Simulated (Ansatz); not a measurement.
# Quasi-harmonic thermodynamics of AlFe (Pm-3m), part 2 of 3

Aim: the lattice, expansion, heat capacity and bulk modulus of AlFe as it warms.

Ansatz 0.2.0; DFT PBE, scalar-relativistic, plane waves, PAW.

So far. Step 2 (A first coarse run): The start is under -6.0 GPa at this level and looks like a metal on this mesh. Step 4 (Relaxing to small residual forces and stress): The residual pressure is -3.5e-4 GPa, small enough for phonons. The relaxed cell has a = 2.875 Å (conventional setting).

### Step 5. Phonons on strained cells

The study relaxes the crystal at several strains, solves the phonons on some of them and minimises the free energy at each temperature (static energy, vibrations, the electrons in a metal, and PV under a set pressure); the q-mesh sets how far the force constants reach.

input.yaml reads:

```yaml
crystal:
  lattice:
    - [2.8749283646, 0.0, 0.0]
    - [0.0, 2.8749283646, 0.0]
    - [0.0, 0.0, 2.8749283646]
  atoms:
    - { symbol: Al, position: [0.0, 0.0, 0.0] }
    - { symbol: Fe, position: [0.5, 0.5, 0.5], spin: 0.8 }
kpoints:
  mp_grid: { grid: [16, 16, 16] }
hamiltonian:
  xc: pbe
scf:
  occupations: { method: gaussian, width: 0.15 }
output:
  eigenvalues: true
  populations: true
magnetization:
  spin_polarized: true
phonons:
  method: dfpt
  qmesh: [2, 2, 2]
  temperatures: { t_max: 900.0, t_step: 50 }
  thermal_expansion: {}
```

Run with:

```console
> ansatz run input.yaml --threads 4 --pin off --max-ram 8192MiB --backend cpu --events-out ev --progress --plain --runs-dir out
```

Numbers of over 12 decimals in the logs are rounded to 6 here.

Output:

```text
[...]
Crystal: 2 atoms, lattice volume = 23.762 Å³
Basis set: ecut = 487.2 eV, 587 PW (Γ), exchange–correlation on 48×48×48 points (8 copies of the dense FFT grid, shifted against one another)
Bands: 14, of which v1, the nominal top of the filled ones, is band 10 counted from 1 (9 counted from 0)
Symmetry: 48 space group operations
[...]
k-points: 165 of 4096
[...]
Starting moments: Σ|m| = 0.8 μB on 1 of 2 sites
[...]
SCF iter   1: F=—  HF=-5018.162565 eV  |F-HF|=—  |Δ(HF+E_count)|=         —  Δρ=5.42e-2 (↑5.21e-2 ↓5.42e-2)  dr2=1.61e0  dr2_m=2.16e-2  M=0.771 μB ∫|m|=0.831 μB  β_m=0.30  ethr=3.10e-3  ⟨swp⟩=4.1  Hψ=21242  notcnv=0
[...]
SCF iter  14: F=-5018.636142 eV  HF=-5018.636142 eV  |F-HF|=1.82e-12  |Δ(HF+E_count)|=  9.09e-13  Δρ=7.39e-9 (↑4.01e-9 ↓7.39e-9)  dr2=3.27e-14  dr2_m=1.13e-15  M=0.699 μB ∫|m|=0.800 μB  ethr=1.00e-12  ⟨swp⟩=3.4  Hψ=17067  notcnv=0
SCF 1 converged in 14 iterations: F = -5018.636142 eV  dr2 = 3.27e-14
[...]
relax step   1: F+E_penalty+E_count = -5018.63614200 eV  Δ(F+E_penalty+E_count) = +0.000e0 eV  max|allowed force component| = 3.471e-29 eV/Å  Δτ_max = 0.0000 Å  (14 SCF iters, accepted)
SCF converged after 14 iterations
Magnetization: 0.6988 μB (9.8494 up, 9.1506 down)
Absolute magnetization: 0.7998 μB (∫|ρ↑−ρ↓|, with the PAW one-centre terms)
[...]
Per-site moments (μB) at R_I (Å): [(-0.027256, 1.027026), (0.730208, 1.027026)]
Free energy (F): -5018.636142 eV
[...]
Internal energy: -5018.611632 eV  (E = F + TS)
E sigma→0 (E₀):  -5018.623887 eV
Entropy (-TS):   -0.024510 eV (-12.255 meV/atom)
Fermi energy:    14.081364 eV
[...]
--- Stress (GPa, compression-positive) ---
       -0.000378      -0.000000       0.000000
        0.000000      -0.000378       0.000000
        0.000000       0.000000      -0.000378
  P = ⅓ Tr σ = -0.0004 GPa (-0.004 kbar)
--- Band table (eV; the first three rows and the last of 330) ---
  k-point 0 ↑: bands = [... 6 lower, 11.5386, 13.6855, 13.6855, 13.6855, 20.3774, 20.3774, 20.3774, 23.3408]
  k-point 1 ↑: bands = [... 6 lower, 11.5604, 13.6412, 13.6412, 13.6901, 19.7045, 20.4836, 20.4836, 23.3211]
  k-point 2 ↑: bands = [... 6 lower, 11.6232, 13.5200, 13.5200, 13.7032, 18.4606, 20.7912, 20.7912, 23.2628]
  k-point 164 ↓: bands = [... 6 lower, 10.8362, 15.1156, 15.1156, 17.0493, 17.0493, 17.0493, 18.2253, 20.3970]
── thermal expansion: 3 new cells, 3 in all ──
thermal expansion: relaxation of cell 2
thermal expansion: relaxation of cell 3
── thermal expansion: 2 new cells, 5 in all ──
thermal expansion: relaxation of cell 4
thermal expansion: lower-state search of cell 4
thermal expansion: electrons of cell 4
thermal expansion: phonons of cell 4
thermal expansion: relaxation of cell 5
thermal expansion: electrons of cell 1
thermal expansion: electrons of cell 2
thermal expansion: electrons of cell 3
thermal expansion: electrons of cell 5
thermal expansion: phonons of cell 5
── thermal expansion: 5 new cells, 10 in all ──
thermal expansion: relaxation of cell 6
thermal expansion: relaxation of cell 7
thermal expansion: relaxation of cell 8
thermal expansion: relaxation of cell 9
thermal expansion: relaxation of cell 10
thermal expansion: electrons of cell 6
thermal expansion: electrons of cell 7
thermal expansion: electrons of cell 8
thermal expansion: electrons of cell 9
thermal expansion: electrons of cell 10
thermal expansion: phonons of cell 6
thermal expansion: phonons of cell 7
--- Relaxed structure (1 steps of the walk, 1 accepted, 0 SCFs on fresh bases) ---
  F+E_penalty+E_count = -5018.63614200 eV   max|allowed force component| = 3.471e-29 eV/Å
  atoms:
    - { symbol: Al, position: [0.0, 0.0, 0.0] }
    - { symbol: Fe, position: [0.5, 0.5, 0.5] }
--- Thermal expansion: 10 cells in 3 rounds, 0 GPa ---
  no lower state was reached at cell 4
  without vibrations: a 2.87425, b 2.87425, c 2.87425 Å, V 23.7450 Å³, B 176.29 GPa
  at 0 K: a 2.88065, b 2.88065, c 2.88065 Å, V 23.9040 Å³, B 172.16 GPa
  zero-point expansion: a +0.223, b +0.223, c +0.223, V +0.670 %
      T/K        a/Å        b/Å        c/Å       V/Å³ | expansion of a, b, c, V (1e-6/K)   | that of V in the mean from 25 °C | C_P, C_V (J/mol K of the cell) | B_T, B_S (GPa)
     0.00    2.88065    2.88065    2.88065    23.9040 |    0.00    0.00    0.00    0.00 |   21.87 |     0.000     0.000 |   172.16   172.16
   100.00    2.88126    2.88126    2.88126    23.9194 |    5.64    5.64    5.64   16.92 |   29.70 |    21.237    21.166 |   171.07   171.64
   200.00    2.88368    2.88368    2.88368    23.9795 |   10.39   10.39   10.39   31.16 |   34.48 |    39.578    39.108 |   167.66   169.68
   298.15    2.88694    2.88694    2.88694    24.0610 |   12.42   12.42   12.42   37.26 |       - |    46.550    45.570 |   163.40   166.91
   350.00    2.88885    2.88885    2.88885    24.1089 |   13.14   13.14   13.14   39.41 |   38.40 |    48.665    47.396 |   160.90   165.21
   450.00    2.89282    2.89282    2.89282    24.2084 |   14.29   14.29   14.29   42.87 |   40.35 |    51.535    49.658 |   155.65   161.53
   550.00    2.89712    2.89712    2.89712    24.3163 |   15.37   15.37   15.37   46.11 |   42.14 |    53.685    51.120 |   149.81   157.33
   650.00    2.90174    2.90174    2.90174    24.4328 |   16.52   16.52   16.52   49.55 |   43.92 |    55.569    52.204 |   143.34   152.58
   750.00    2.90672    2.90672    2.90672    24.5589 |   17.83   17.83   17.83   53.48 |   45.80 |    57.398    53.078 |   136.17   147.26
   850.00    2.91213    2.91213    2.91213    24.6962 |   19.41   19.41   19.41   58.22 |   47.84 |    59.313    53.820 |   128.22   141.30
   900.00    2.91502    2.91502    2.91502    24.7699 |   20.34   20.34   20.34   61.02 |   48.96 |    60.347    54.154 |   123.91   138.07
  the static fit leaves 0.001 meV an atom of the energies and, of the stresses, 0.000 GPa of each cell's largest along a strain (root mean squares over the cells), whose Pulay part it has at -0.056 GPa
  vibrations' free energy: its fit passes through its cells
  the electrons' free energy at temperature is in it; its fit leaves 0.0007 meV an atom at the most
  free energies summed between the sampled wave vectors
  estimated error of the fitted expansion in any direction: up to 0.164e-6/K, at 900 K, with few degrees of freedom (an estimate, not a bound: it was exceeded on models of known expansion)
  by sums over the sampled wave vectors an expansion of the volume parts by up to 9.64e-6/K
  by a static energy of one degree less an expansion of the volume parts by up to 0.04e-6/K
--- Löwdin populations: 2 sites ---
  site symbol       q [e]    m [muB]
     0     Al      3.1473    -0.0626
     1     Fe     15.6950     0.7600
  spilling = 0.008297 (of n_electrons = 19.000000)
```

It took 10 min on 4 threads of Arm Neoverse V2, shared host; peak memory 1.7 GiB; 38 min of CPU time.

Numbers from this step:

- magnetization: 0.6988 μB
- absolute magnetization: 0.7998 μB
- site moments: -0.02726, 0.7302 μB
- pressure: -3.78e-4 GPa
- volume expansion coefficient at 298 K: 37.26 1e-6/K
- C_P at 298 K: 23.27 J/mol-atom/K
- entropy at 298 K: 24.97 J/mol-atom/K
- isothermal bulk modulus at 298 K: 163.4 GPa
- Grüneisen parameter at 298 K: 1.936
- volume at 298 K: 12.03 Å³/atom
- principal linear expansion coefficients at 298 K: 12.42, 12.42, 12.42 1e-6/K

Strained cells of the study; zero-point energy where phonons were solved; the pressures are stresses at a fixed cutoff and can carry an offset from the finite basis. Expansion cells, by row:

```
cell  |a| (Å)  |b| (Å)  |c| (Å)  V (Å³/atom)  E - E_lowest (meV/atom)  pressure, compression positive (GPa)  gap (eV)  zero-point energy (meV/atom)
   1    2.875    2.875    2.875        11.88                    0.001                                -0.056         -                             -
   2    2.898    2.898    2.898        12.17                    3.654                                 -4.04         -                             -
   3    2.852    2.852    2.852         11.6                     3.79                                 4.361         -                             -
   4    2.875    2.875    2.875        11.88                        0                                -0.094         -                          46.7
   5     2.89     2.89     2.89        12.06                    1.484                                -2.635         -                         45.41
   6    2.908    2.908    2.908         12.3                    7.504                                -5.661         -                         43.73
   7    2.925    2.925    2.925        12.51                    16.59                                -8.138         -                         42.21
   8    2.847    2.847    2.847        11.53                    5.879                                 5.502         -                             -
   9    2.861    2.861    2.861        11.71                     1.43                                 2.616         -                             -
  10    2.948    2.948    2.948        12.81                     34.9                                -11.28         -                             -
```

Quasi-harmonic; a, b, c are the run's own cell vectors. Expansion, by row:

```
T (K)  a (Å)  b (Å)  c (Å)  alpha (deg)  beta (deg)  gamma (deg)  cell volume (Å³/cell)  alpha_a (1e-6/K)  alpha_b (1e-6/K)  alpha_c (1e-6/K)  alpha_V (1e-6/K)  C_P (J/mol-atom/K)  C_V (J/mol-atom/K)  S (J/mol-atom/K)  B_T (GPa)  B_S (GPa)  Grueneisen  extrapolation  fit error (1e-6/K)
    0  2.881  2.881  2.881           90          90           90                   23.9                 0                 0                 0                 0                   0                   0                 0      172.2      172.2           -              0                   0
   50  2.881  2.881  2.881           90          90           90                  23.91              1.78              1.78              1.78              5.35               3.039               3.038             1.206        172      172.1       2.181              0                   0
  100  2.881  2.881  2.881           90          90           90                  23.92              5.64              5.64              5.64             16.92               10.62               10.58             5.632      171.1      171.6       1.969              0                0.01
  150  2.882  2.882  2.882           90          90           90                  23.95              8.56              8.56              8.56             25.68               16.34               16.22             11.11      169.5      170.8       1.936              0                0.02
  200  2.884  2.884  2.884           90          90           90                  23.98             10.39             10.39             10.39             31.16               19.79               19.55             16.33      167.7      169.7       1.929              0                0.02
  250  2.885  2.885  2.885           90          90           90                  24.02             11.58             11.58             11.58             34.75               21.91               21.55             20.99      165.6      168.3       1.931              0                0.03
298.1  2.887  2.887  2.887           90          90           90                  24.06             12.42             12.42             12.42             37.26               23.27               22.79             24.97      163.4      166.9       1.936              0                0.02
  300  2.887  2.887  2.887           90          90           90                  24.06             12.45             12.45             12.45             37.34               23.32               22.82             25.11      163.3      166.8       1.936              0                0.02
  350  2.889  2.889  2.889           90          90           90                  24.11             13.14             13.14             13.14             39.41               24.33                23.7             28.79      160.9      165.2       1.943              0                0.02
  400  2.891  2.891  2.891           90          90           90                  24.16             13.74             13.74             13.74             41.21               25.12               24.34             32.09      158.3      163.4        1.95              0                0.02
  450  2.893  2.893  2.893           90          90           90                  24.21             14.29             14.29             14.29             42.87               25.77               24.83             35.09      155.7      161.5       1.959              0                0.02
  500  2.895  2.895  2.895           90          90           90                  24.26             14.83             14.83             14.83             44.48               26.33               25.23             37.83      152.8      159.5       1.968              0                0.04
  550  2.897  2.897  2.897           90          90           90                  24.32             15.37             15.37             15.37             46.11               26.84               25.56             40.37      149.8      157.3       1.979              0                0.05
  600  2.899  2.899  2.899           90          90           90                  24.37             15.93             15.93             15.93             47.78               27.32               25.85             42.72      146.7        155        1.99              0                0.07
  650  2.902  2.902  2.902           90          90           90                  24.43             16.52             16.52             16.52             49.55               27.79                26.1             44.93      143.3      152.6       2.002              0                0.09
  700  2.904  2.904  2.904           90          90           90                  24.49             17.14             17.14             17.14             51.43               28.24               26.33             47.01      139.8        150       2.015              0                 0.1
  750  2.907  2.907  2.907           90          90           90                  24.56             17.83             17.83             17.83             53.48                28.7               26.54             48.97      136.2      147.3       2.029              0                0.09
  800  2.909  2.909  2.909           90          90           90                  24.63             18.57             18.57             18.57             55.72               29.17               26.73             50.84      132.3      144.4       2.045              0                0.06
  850  2.912  2.912  2.912           90          90           90                   24.7             19.41             19.41             19.41             58.22               29.66               26.91             52.62      128.2      141.3       2.063              0                0.04
  900  2.915  2.915  2.915           90          90           90                  24.77             20.34             20.34             20.34             61.02               30.17               27.08             54.33      123.9      138.1       2.082              0                0.16
```

Table of expansion coefficient by temperature; values in 1e-6/K:

```
temperature (K)  volume  principal 1
              0       0            0
             50    5.35         1.78
            100    16.9         5.64
            150    25.7         8.56
            200    31.2         10.4
            250    34.8         11.6
            298    37.3         12.4
            300    37.3         12.4
            350    39.4         13.1
            400    41.2         13.7
            450    42.9         14.3
            500    44.5         14.8
            550    46.1         15.4
            600    47.8         15.9
            650    49.5         16.5
            700    51.4         17.1
            750    53.5         17.8
            800    55.7         18.6
            850    58.2         19.4
            900    61.0         20.3
```

At 298 K the volume expansion is 37.3 × 10⁻⁶/K and B_T is 163 GPa. The q-mesh is coarse, so this is a first estimate. The program raised the cutoff to 487.2 eV by itself: with no cutoff typed, the study takes about 1.16 times the default for its relaxations and scales it with the volume for the phonons.

(Continued in part 3 of 3.)

[Logs are printed without paths, hosts, clocks, repeated set-up lines and the standing remarks that a program may print on its own settings, such as how far it seeks lower states.]

[Hosts, paths, dates, database ids (printed as entryN), source tags and the programs' standing remarks are cut or masked in the printed files.]

[A step with changed settings may run another functional than the one named; its input shows which.]
